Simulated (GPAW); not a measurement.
# Ballistic transport through fluorene-2,7-dithiol between two Al chains, cheap and dear

Aim: T(E), conductance and thermopower of fluorene-2,7-dithiol between two Al chains, and what cheaper settings cost in accuracy.

Method: GPAW LCAO, PAW setups; Landauer transmission from Green's functions with principal layers (ASE), zero bias, in GPAW 26.7.0.

### 1. The starting structure

The cell holds 35 atoms: 12 Al, 2 S, 13 C and 8 H. Cell: a = 13.124 Å, b = 10.112 Å, c = 40.269 Å, α = 90.0°, β = 90.0°, γ = 90.0°. Regions: left lead, 6 atoms (6 Al); channel, 23 atoms (2 S, 13 C and 8 H); right lead, 6 atoms (6 Al). Vacuum lies along a and b. The structure is stacked along c, and the current runs across the ab planes.

### 2. Double-zeta polarised basis

Localised orbitals split the wire into layers that couple to their neighbours alone, which is what the Green's function method needs; double zeta with polarisation is the usual level for numbers.

File run.py:

```python
import json
import numpy as np
from ase import Atoms
from ase.transport.calculators import TransportCalculator
from gpaw import GPAW, FermiDirac
from gpaw.lcao.tools import get_lcao_hamiltonian
from scipy.linalg import eigh

# The junction with lead layers at both ends, along the third cell vector
device = Atoms(
    ['Al', 'Al', 'Al', 'Al', 'Al', 'Al', 'S', 'C', 'H', 'H', 'C', 'C', 'C', 'C', 'H', 'C', 'H', 'H', 'C', 'C', 'C', 'H', 'C', 'C', 'H', 'C', 'C', 'H', 'S', 'Al', 'Al', 'Al', 'Al', 'Al', 'Al'],
    positions=[
        [6.56177, 5.05582, 1.20000],
        [6.56177, 5.05582, 3.60000],
        [6.56177, 5.05582, 6.00000],
        [6.56177, 5.05582, 8.40000],
        [6.56177, 5.05582, 10.80000],
        [6.56177, 5.05582, 13.20000],
        [5.57801, 5.99930, 14.92686],
        [5.53576, 5.97065, 16.70782],
        [3.36951, 5.97438, 16.79200],
        [7.69429, 5.98762, 16.95243],
        [4.29221, 5.96577, 17.36896],
        [6.72640, 5.97032, 17.44247],
        [4.21586, 5.94972, 18.76725],
        [6.64099, 5.95458, 18.82632],
        [3.25000, 5.94504, 19.26090],
        [5.39555, 5.94309, 19.49056],
        [8.38616, 5.05156, 19.72340],
        [8.37401, 6.86164, 19.74270],
        [7.77403, 5.95146, 19.83281],
        [5.63070, 5.92896, 20.91874],
        [7.02308, 5.93245, 21.14855],
        [3.67223, 5.91991, 21.82286],
        [4.74527, 5.91715, 21.98230],
        [7.54715, 5.92195, 22.43190],
        [8.62100, 5.92811, 22.59033],
        [5.26544, 5.90613, 23.28283],
        [6.65577, 5.90301, 23.50966],
        [4.57333, 5.90568, 24.12197],
        [7.29497, 5.89741, 25.17275],
        [6.56177, 5.05582, 27.06858],
        [6.56177, 5.05582, 29.46858],
        [6.56177, 5.05582, 31.86858],
        [6.56177, 5.05582, 34.26858],
        [6.56177, 5.05582, 36.66858],
        [6.56177, 5.05582, 39.06858]],
    cell=[[13.12354, 0.0, 0.0], [0.0, 10.11164, 0.0], [0.0, 0.0, 40.26858]],
    pbc=True)

# One principal layer of the lead: the first 4 atoms of the device
lead = Atoms(
    ['Al', 'Al', 'Al', 'Al'],
    positions=[
        [6.56177, 5.05582, 1.20000],
        [6.56177, 5.05582, 3.60000],
        [6.56177, 5.05582, 6.00000],
        [6.56177, 5.05582, 8.40000]],
    cell=[[13.12354, 0.0, 0.0], [0.0, 10.11164, 0.0], [0.0, 0.0, 9.6]],
    pbc=True)

settings = dict(mode='lcao', basis='dzp', xc='PBE', h=0.2,
                occupations=FermiDirac(0.1), maxiter=250,
                mixer=dict(beta=0.1, nmaxold=8, weight=100.0),
                convergence=dict(density=0.0001))
energies = np.arange(-2, 2 + 1e-9, 0.05)
eta = 0.0001
n1, n2 = 1, 1
# k and -k transmit alike, so half of the mesh across the current serves
mesh = [(i, j) for i in range(n1) for j in range(n2) if (i, j) <= (-i % n1, -j % n2)]
weights = np.array([1 if (i, j) == (-i % n1, -j % n2) else 2 for i, j in mesh]) / (n1 * n2)

# [... helper functions left out ...]
fermi_lead = ground_state(lead, (1, 1, 12), 'lead.txt')
fermi_device = ground_state(device, (1, 1, 2), 'device.txt')
# [... loop over the mesh left out, but for ...]
        # Shift the lead onto the potential of the device's first layer
        shift = ((H[:, 0, 0] - H0[:, 0, 0]) / S0[0, 0]).real.mean()
# [...]
kT = 8.617333e-5 * 300
bias = [0.1, 0.2, 0.5, 1.0, 1.5, 2.0]
# [... integrals and printing left out ...]
```

The run is started by

```bash
OMP_NUM_THREADS=1 OPENBLAS_NUM_THREADS=2 python run.py
```

Output:

```text
basis functions: device 391, principal layer 52
Fermi level: lead -3.5382 eV, device -3.1901 eV; lead shifted by -0.0050 eV
largest coupling past the next layer 1.29e-15 eV, largest misfit of the first layer 0.040 eV
  E-E_F (eV)   T (one spin)  [channel counts left out]
    -2.000    1.1681e-02
    -1.950    1.2576e-02
    -1.900    1.4198e-02
    -1.850    1.6991e-02
    -1.800    2.1987e-02
    -1.750    3.1964e-02
    -1.700    5.6681e-02
    -1.650    1.5250e-01
    -1.600    8.9315e-01
    -1.550    1.5329e-01
    -1.500    3.0640e-02
    -1.450    9.8236e-03
    -1.400    3.5655e-03
    -1.350    1.1011e-03
    -1.300    1.4736e-08
    -1.250    7.1743e-11
[...]
1.650    7.3128e-01
     1.700    9.4698e-01
     1.750    9.5769e-01
     1.800    7.4924e-01
     1.850    5.1246e-01
     1.900    3.3478e-01
     1.950    2.0781e-01
     2.000    1.0653e-01
conductance at 300 K: 0.035873 G0 a cell; thermopower -15.47 uV/K
current from the zero-bias T(E) at 0.1 V: 0.2773 uA
current from the zero-bias T(E) at 0.2 V: 0.55124 uA
current from the zero-bias T(E) at 0.5 V: 1.3615 uA
current from the zero-bias T(E) at 1.0 V: 3.2737 uA
current from the zero-bias T(E) at 1.5 V: 5.9624 uA
current from the zero-bias T(E) at 2.0 V: 6.6411 uA
```

Wall time 2.5 min (2 threads of Arm Neoverse V1, shared host); peak memory 1.9 GiB.

This step gave:

```
conductance                                    : 0.03587 G₀
thermopower                                    : -15.47 μV/K
largest coupling past the next principal layer : 1.29e-15 eV
largest misfit of the first principal layer    : 0.04018 eV
shift that aligns the lead                     : -0.005050 eV
basis functions of the junction                : 391
basis functions of a principal layer           : 52
transmission at the Fermi level (one spin)     : 0.03620
```

One spin. Transmission, zone mean against energy, zero at the Fermi level:

| energy (eV) | transmission, zone mean |
| --- | --- |
| -2.00 | 0.0117 |
| -1.90 | 0.0142 |
| -1.80 | 0.0220 |
| -1.70 | 0.0567 |
| -1.60 | 0.893 |
| -1.55 | 0.153 |
| -1.45 | 0.00982 |
| -1.35 | 0.00110 |
| -1.25 | 7.2e-11 |
| -1.15 | 4.3e-12 |
| -1.05 | 0 |
| -0.90 | 0 |
| -0.80 | 0 |
| -0.70 | 0 |
| -0.60 | 0 |
| -0.50 | 0 |
| -0.40 | 9.9e-4 |
| -0.25 | 0.0136 |
| -0.15 | 0.0225 |
| -0.05 | 0.0322 |
| 0.00 | 0.0362 |
| 0.05 | 0.0395 |
| 0.15 | 0.0461 |
| 0.25 | 0.0569 |
| 0.40 | 0.0977 |
| 0.50 | 0.144 |
| 0.60 | 0.167 |
| 0.70 | 0.124 |
| 0.80 | 0.0463 |
| 0.90 | 0.0139 |
| 1.05 | 0.0330 |
| 1.15 | 0.0465 |
| 1.25 | 0.0670 |
| 1.35 | 0.103 |
| 1.45 | 0.176 |
| 1.55 | 0.344 |
| 1.70 | 0.947 |
| 1.75 | 0.958 |
| 1.80 | 0.749 |
| 1.90 | 0.335 |
| 2.00 | 0.107 |

Not self-consistent under bias; the bias window is split evenly. Table of current through one cell, from the zero-bias transmission by bias:

| bias (V) | current through one cell, from the zero-bias transmission (μA) |
| --- | --- |
| 0.100 | 0.277 |
| 0.200 | 0.551 |
| 0.500 | 1.36 |
| 1.000 | 3.27 |
| 1.500 | 5.96 |
| 2.000 | 6.64 |

Table of transmission of the three most open eigenchannels by energy, zero at the Fermi level:

| energy (eV) | channel 1 | channel 2 | channel 3 |
| --- | --- | --- | --- |
| -2.00 | 0.0117 | 0 | 0 |
| -1.90 | 0.0142 | 0 | 0 |
| -1.80 | 0.0220 | 0 | 0 |
| -1.70 | 0.0567 | 0 | 0 |
| -1.55 | 0.153 | 0 | 0 |
| -1.45 | 0.00982 | 0 | 0 |
| -1.35 | 0.00110 | 0 | 0 |
| -1.25 | 7.2e-11 | 0 | 0 |
| -1.15 | 4.3e-12 | 0 | 0 |
| -1.05 | 0 | 0 | 0 |
| -0.90 | 0 | 0 | 0 |
| -0.80 | 0 | 0 | 0 |
| -0.70 | 0 | 0 | 0 |
| -0.60 | 0 | 0 | 0 |
| -0.50 | 0 | 0 | 0 |
| -0.40 | 9.9e-4 | 8.7e-6 | 0 |
| -0.25 | 0.0135 | 4.5e-5 | 0 |
| -0.15 | 0.0225 | 4.3e-5 | 0 |
| -0.05 | 0.0322 | 2.8e-5 | 0 |
| 0.00 | 0.0362 | 1.9e-5 | 0 |
| 0.05 | 0.0395 | 1.0e-5 | 0 |
| 0.15 | 0.0461 | 1.2e-6 | 0 |
| 0.25 | 0.0569 | 9.0e-7 | 0 |
| 0.40 | 0.0977 | 1.2e-5 | 0 |
| 0.50 | 0.144 | 1.9e-5 | 0 |
| 0.60 | 0.167 | 1.2e-5 | 1.3e-12 |
| 0.70 | 0.124 | 1.5e-7 | 4.2e-10 |
| 0.80 | 0.0462 | 8.0e-5 | 4.7e-12 |
| 0.90 | 0.0133 | 5.9e-4 | 2.2e-11 |
| 1.05 | 0.0321 | 8.6e-4 | 5.7e-6 |
| 1.15 | 0.0456 | 9.1e-4 | 7.2e-6 |
| 1.25 | 0.0661 | 9.6e-4 | 8.7e-6 |
| 1.35 | 0.102 | 0.00102 | 1.0e-5 |
| 1.45 | 0.175 | 0.00109 | 1.3e-5 |
| 1.55 | 0.343 | 0.00115 | 1.7e-5 |
| 1.70 | 0.946 | 0.00122 | 3.2e-5 |
| 1.80 | 0.748 | 0.00122 | 6.4e-5 |
| 1.90 | 0.333 | 0.00112 | 2.2e-4 |
| 2.00 | 0.100 | 0.00568 | 5.9e-4 |

Couplings past the next layer reach 1.3e-15 eV, small enough to drop; the matrix elements of the cell's first layer differ from the bulk lead's by up to 0.040 eV. That layer keeps its own values in the calculation, and only beyond it is the lead taken as perfect. The Fermi levels of lead and junction count from different zeros of potential, one for each periodic cell; with both set to zero, the small remaining shift is what aligns them. By hand: G = 0.03587 × 77.48 μS = 2.78 μS, a resistance of 360 kΩ; at 0.1 V a linear junction would pass 0.278 μA, and the integral over the bias window gives 0.277 μA. Mott's formula, S = -(π²/3)(k_B²T/e) d ln T/dE, has the prefactor 7.33 μV/K·eV at 300 K; T = 0.03221 at -0.05 eV and 0.03955 at 0.05 eV give a slope of 2.05 per eV and S = -15.0 μV/K, beside -15.5 μV/K from the thermal integral, which interpolates the same grid.

### 3. Single-zeta polarised basis

One radial function a shell plus polarisation makes the matrices smaller; the question is what that costs.

run.py, as its differences from that of step 2:

```diff
@@ -61,3 +61,3 @@
 
-settings = dict(mode='lcao', basis='dzp', xc='PBE', h=0.2,
+settings = dict(mode='lcao', basis='szp(dzp)', xc='PBE', h=0.2,
                 occupations=FermiDirac(0.1), maxiter=250,
```

Output:

```text
basis functions: device 275, principal layer 36
Fermi level: lead -4.0382 eV, device -3.8240 eV; lead shifted by -0.0060 eV
largest coupling past the next layer 1.29e-15 eV, largest misfit of the first layer 0.040 eV
  E-E_F (eV)   T (one spin)  [channel counts left out]
    -2.000    1.1301e-01
    -1.950    4.1941e-01
    -1.900    6.1557e-01
    -1.850    1.0722e-01
    -1.800    3.4146e-02
    -1.750    1.4916e-02
    -1.700    7.6172e-03
    -1.650    4.2216e-03
    -1.600    2.4248e-03
    -1.550    1.3852e-03
    -1.500    7.4179e-04
    -1.450    3.2144e-04
    -1.400    3.3569e-05
    -1.350    3.7031e-11
    -1.300    6.7383e-12
    -1.250    2.2517e-12
[...]
1.650    1.6892e-01
     1.700    1.5201e-01
     1.750    1.4521e-01
     1.800    1.5168e-01
     1.850    2.1103e-01
     1.900    2.0340e-01
     1.950    5.7883e-02
     2.000    6.9768e-02
conductance at 300 K: 0.070745 G0 a cell; thermopower -31.95 uV/K
current from the zero-bias T(E) at 0.1 V: 0.55125 uA
current from the zero-bias T(E) at 0.2 V: 1.1232 uA
current from the zero-bias T(E) at 0.5 V: 3.3677 uA
current from the zero-bias T(E) at 1.0 V: 10.922 uA
current from the zero-bias T(E) at 1.5 V: 13.531 uA
current from the zero-bias T(E) at 2.0 V: 17.326 uA
```

Elapsed: 1.9 min, on 2 threads; peak memory 1.9 GiB.

This step gave:

```
conductance                                 : 0.07075 G₀
thermopower                                 : -31.95 μV/K
largest misfit of the first principal layer : 0.04042 eV
shift that aligns the lead                  : -0.006025 eV
basis functions of the junction             : 275
basis functions of a principal layer        : 36
transmission at the Fermi level (one spin)  : 0.06990
```

One spin. Table of transmission, zone mean by energy, zero at the Fermi level:

| energy (eV) | transmission, zone mean |
| --- | --- |
| -2.00 | 0.113 |
| -1.90 | 0.616 |
| -1.80 | 0.0341 |
| -1.60 | 0.00242 |
| -1.45 | 3.2e-4 |
| -1.25 | 2.3e-12 |
| -1.05 | 0 |
| -0.85 | 0 |
| -0.65 | 0 |
| -0.50 | 0 |
| -0.30 | 0.0116 |
| -0.10 | 0.0435 |
| 0.00 | 0.0699 |
| 0.10 | 0.105 |
| 0.30 | 0.326 |
| 0.40 | 0.479 |
| 0.50 | 0.395 |
| 0.65 | 0.0458 |
| 0.85 | 0.131 |
| 1.05 | 0.655 |
| 1.15 | 0.991 |
| 1.25 | 0.637 |
| 1.45 | 0.122 |
| 1.50 | 0.830 |
| 1.60 | 0.202 |
| 1.80 | 0.152 |
| 2.00 | 0.0698 |

Not self-consistent under bias; the bias window is split evenly. Table of current through one cell, from the zero-bias transmission by bias:

| bias (V) | current through one cell, from the zero-bias transmission (μA) |
| --- | --- |
| 0.100 | 0.551 |
| 0.200 | 1.12 |
| 0.500 | 3.37 |
| 1.000 | 10.9 |
| 1.500 | 13.5 |
| 2.000 | 17.3 |

Transmission of the three most open eigenchannels against energy, zero at the Fermi level:

| energy (eV) | channel 1 | channel 2 | channel 3 |
| --- | --- | --- | --- |
| -2.00 | 0.113 | 0 | 0 |
| -1.85 | 0.107 | 0 | 0 |
| -1.70 | 0.00762 | 0 | 0 |
| -1.60 | 0.00242 | 0 | 0 |
| -1.45 | 3.2e-4 | 0 | 0 |
| -1.30 | 6.7e-12 | 0 | 0 |
| -1.15 | 0 | 0 | 0 |
| -1.05 | 0 | 0 | 0 |
| -0.90 | 0 | 0 | 0 |
| -0.75 | 0 | 0 | 0 |
| -0.60 | 0 | 0 | 0 |
| -0.50 | 0 | 0 | 0 |
| -0.35 | 0.00534 | 1.7e-5 | 0 |
| -0.20 | 0.0238 | 3.0e-5 | 0 |
| -0.05 | 0.0560 | 1.9e-5 | 0 |
| 0.00 | 0.0699 | 1.3e-5 | 0 |
| 0.05 | 0.0856 | 6.7e-6 | 0 |
| 0.20 | 0.171 | 4.6e-7 | 4.8e-12 |
| 0.35 | 0.427 | 1.3e-5 | 0 |
| 0.50 | 0.395 | 9.3e-6 | 9.6e-12 |
| 0.60 | 0.112 | 1.7e-5 | 3.2e-11 |
| 0.75 | 0.0197 | 8.7e-4 | 6.8e-10 |
| 0.90 | 0.195 | 7.8e-4 | 6.5e-6 |
| 1.05 | 0.654 | 8.3e-4 | 9.9e-6 |
| 1.15 | 0.990 | 8.7e-4 | 1.4e-5 |
| 1.30 | 0.451 | 8.7e-4 | 4.0e-5 |
| 1.45 | 0.118 | 0.00289 | 3.7e-4 |
| 1.60 | 0.199 | 0.00286 | 4.2e-5 |
| 1.70 | 0.149 | 0.00270 | 3.2e-5 |
| 1.85 | 0.205 | 0.00542 | 1.3e-4 |
| 2.00 | 0.0682 | 0.00133 | 2.5e-4 |

The conductance, 0.0707 G₀, lies 97 % above that of the dzp run.

### 4. Minimal basis

One function for each valence shell of the setup, as for a first survey of a large system.

run.py, as its differences from that of step 3:

```diff
@@ -61,3 +61,3 @@
 
-settings = dict(mode='lcao', basis='szp(dzp)', xc='PBE', h=0.2,
+settings = dict(mode='lcao', basis='sz(dzp)', xc='PBE', h=0.2,
                 occupations=FermiDirac(0.1), maxiter=250,
```

Output:

```text
basis functions: device 116, principal layer 16
Fermi level: lead -4.3077 eV, device -4.0962 eV; lead shifted by 0.0047 eV
largest coupling past the next layer 1.12e-15 eV, largest misfit of the first layer 0.044 eV
  E-E_F (eV)   T (one spin)  [channel counts left out]
    -2.000    8.8202e-01
    -1.950    7.0520e-02
    -1.900    1.4812e-02
[...]
1.950    5.8181e-02
     2.000    6.6463e-02
conductance at 300 K: 0.11164 G0 a cell; thermopower -39.58 uV/K
current from the zero-bias T(E) at 0.1 V: 0.87549 uA
current from the zero-bias T(E) at 0.2 V: 1.8171 uA
current from the zero-bias T(E) at 0.5 V: 5.7395 uA
current from the zero-bias T(E) at 1.0 V: 11.411 uA
current from the zero-bias T(E) at 1.5 V: 12.249 uA
current from the zero-bias T(E) at 2.0 V: 15.883 uA
```

It took 88 s on 2 threads; peak memory 1.7 GiB.

Numbers from this step:

| Quantity | Value |
| --- | --- |
| conductance | 0.1116 G₀ |
| thermopower | -39.58 μV/K |
| largest coupling past the next principal layer | 1.12e-15 eV |
| largest misfit of the first principal layer | 0.04392 eV |
| shift that aligns the lead | 0.004662 eV |
| basis functions of the junction | 116 |
| basis functions of a principal layer | 16 |
| transmission at the Fermi level (one spin) | 0.1083 |

The conductance, 0.112 G₀, lies 211 % above that of the dzp run.

### 5. The ladder

Times are for 2 threads of Arm Neoverse V1, shared host. The series side by side:

| no. | run | conductance (G₀) | time | memory (GiB) |
| --- | --- | --- | --- | --- |
| 1 | dzp | 0.03587 | 2.5 min | 1.9 |
| 2 | szp | 0.07075 | 1.9 min | 1.9 |
| 3 | sz | 0.1116 | 88 s | 1.7 |

### 6. revPBE in the dzp basis

Back in the dzp basis, the functional changes from PBE to revPBE, to set the spread between functionals beside that between bases.

run.py, as its differences from that of step 4:

```diff
@@ -61,3 +61,3 @@
 
-settings = dict(mode='lcao', basis='sz(dzp)', xc='PBE', h=0.2,
+settings = dict(mode='lcao', basis='dzp', xc='revPBE', h=0.2,
                 occupations=FermiDirac(0.1), maxiter=250,
```

Output:

```text
LinAlgError: Internal potrf return info = [223] for slices [0].
```

Run time: 25 s. Hardware: 2 threads; peak memory 1.9 GiB.

The run ended with an error.

The program's message: “LinAlgError: Internal potrf return info = [223] for slices [0].”

### 7. Comparison

The curves are compared point by point over the common energies.

This step: comparison of transmission and cost over codes and levels (GPAW 26.7.0).

Ladder, by row:

| step | code | T at the Fermi level (sum over the listed spins) | conductance (G0) | r.m.s. T(E) from the first | wall time (s) | peak memory (GiB) | threads |
| --- | --- | --- | --- | --- | --- | --- | --- |
| dzp | GPAW | 0.0362 | 0.03587 | 0 | 151 | 1.89 | 2 |
| szp | GPAW | 0.0699 | 0.07075 | 0.3142 | 115.4 | 1.86 | 2 |
| sz | GPAW | 0.1083 | 0.1116 | 0.3201 | 87.85 | 1.72 | 2 |

Table of transmission, zone mean, sum over the listed spins by energy, zero at the Fermi level:

| energy (eV) | dzp | szp | sz |
| --- | --- | --- | --- |
| -2.00 | 0.0117 | 0.113 | 0.882 |
| -1.85 | 0.0170 | 0.107 | 0.00471 |
| -1.70 | 0.0567 | 0.00762 | 1.9e-10 |
| -1.60 | 0.893 | 0.00242 | 4.4e-12 |
| -1.45 | 0.00982 | 3.2e-4 | 3.5e-13 |
| -1.30 | 1.5e-8 | 6.7e-12 | 8.1e-14 |
| -1.15 | 4.3e-12 | 5.2e-13 | 3.3e-14 |
| -1.05 | 9.0e-13 | 2.0e-13 | 2.3e-14 |
| -0.90 | 2.1e-13 | 8.0e-14 | 1.8e-14 |
| -0.75 | 9.4e-14 | 5.3e-14 | 2.0e-14 |
| -0.60 | 8.3e-14 | 5.7e-14 | 4.8e-14 |
| -0.50 | 4.4e-13 | 1.4e-13 | 7.7e-13 |
| -0.35 | 0.00749 | 0.00536 | 0.0101 |
| -0.20 | 0.0177 | 0.0238 | 0.0320 |
| -0.05 | 0.0322 | 0.0560 | 0.0837 |
| 0.00 | 0.0362 | 0.0699 | 0.108 |
| 0.05 | 0.0395 | 0.0856 | 0.140 |
| 0.20 | 0.0505 | 0.171 | 0.343 |
| 0.35 | 0.0794 | 0.427 | 0.389 |
| 0.50 | 0.144 | 0.395 | 0.0520 |
| 0.60 | 0.167 | 0.112 | 0.0128 |
| 0.75 | 0.0813 | 0.0206 | 0.0765 |
| 0.90 | 0.0139 | 0.196 | 0.185 |
| 1.05 | 0.0330 | 0.655 | 0.522 |
| 1.15 | 0.0465 | 0.991 | 0.938 |
| 1.30 | 0.0823 | 0.452 | 0.641 |
| 1.45 | 0.176 | 0.122 | 0.264 |
| 1.60 | 0.505 | 0.202 | 0.291 |
| 1.70 | 0.947 | 0.152 | 0.150 |
| 1.75 | 0.958 | 0.145 | 0.135 |
| 1.85 | 0.512 | 0.211 | 0.146 |
| 2.00 | 0.107 | 0.0698 | 0.0665 |

### 8. Functional PBEsol, grid spacing 0.25, SCF mesh 1×1×1

The functional moves levels against the Fermi level. The real-space grid carries density and potential; a coarse one breaks translation symmetry along the lead and scatters electrons that should pass. The SCF mesh sets the Fermi level of the repeated cell.

This step: GPAW LCAO, PAW setups; Landauer transmission from Green's functions with principal layers (ASE), zero bias (GPAW 26.7.0).

run.py, as its differences from that of step 6:

```diff
@@ -61,3 +61,3 @@
 
-settings = dict(mode='lcao', basis='dzp', xc='revPBE', h=0.2,
+settings = dict(mode='lcao', basis='dzp', xc='PBEsol', h=0.25,
                 occupations=FermiDirac(0.1), maxiter=250,
@@ -74,3 +74,3 @@
 fermi_lead = ground_state(lead, (1, 1, 12), 'lead.txt')
-fermi_device = ground_state(device, (1, 1, 2), 'device.txt')
+fermi_device = ground_state(device, (1, 1, 1), 'device.txt')
 # [... loop over the mesh left out, but for ...]
```

Output:

```text
FileNotFoundError: Could not find required PAW dataset file "Al.PBEsol".
```

Elapsed: 1 s, on 2 threads; peak memory 0.1 GiB.

The input was rejected at the start.

The program's message: “FileNotFoundError: Could not find required PAW dataset file "Al.PBEsol".”

[end of part 1 of 2]

[Logs are printed without paths, hosts, clocks, repeated set-up lines and the standing remarks that a program may print on its own settings, such as how far it seeks lower states.]

[Hosts, paths, dates, database ids (printed as entryN), source tags and the programs' standing remarks are cut or masked in the printed files.]
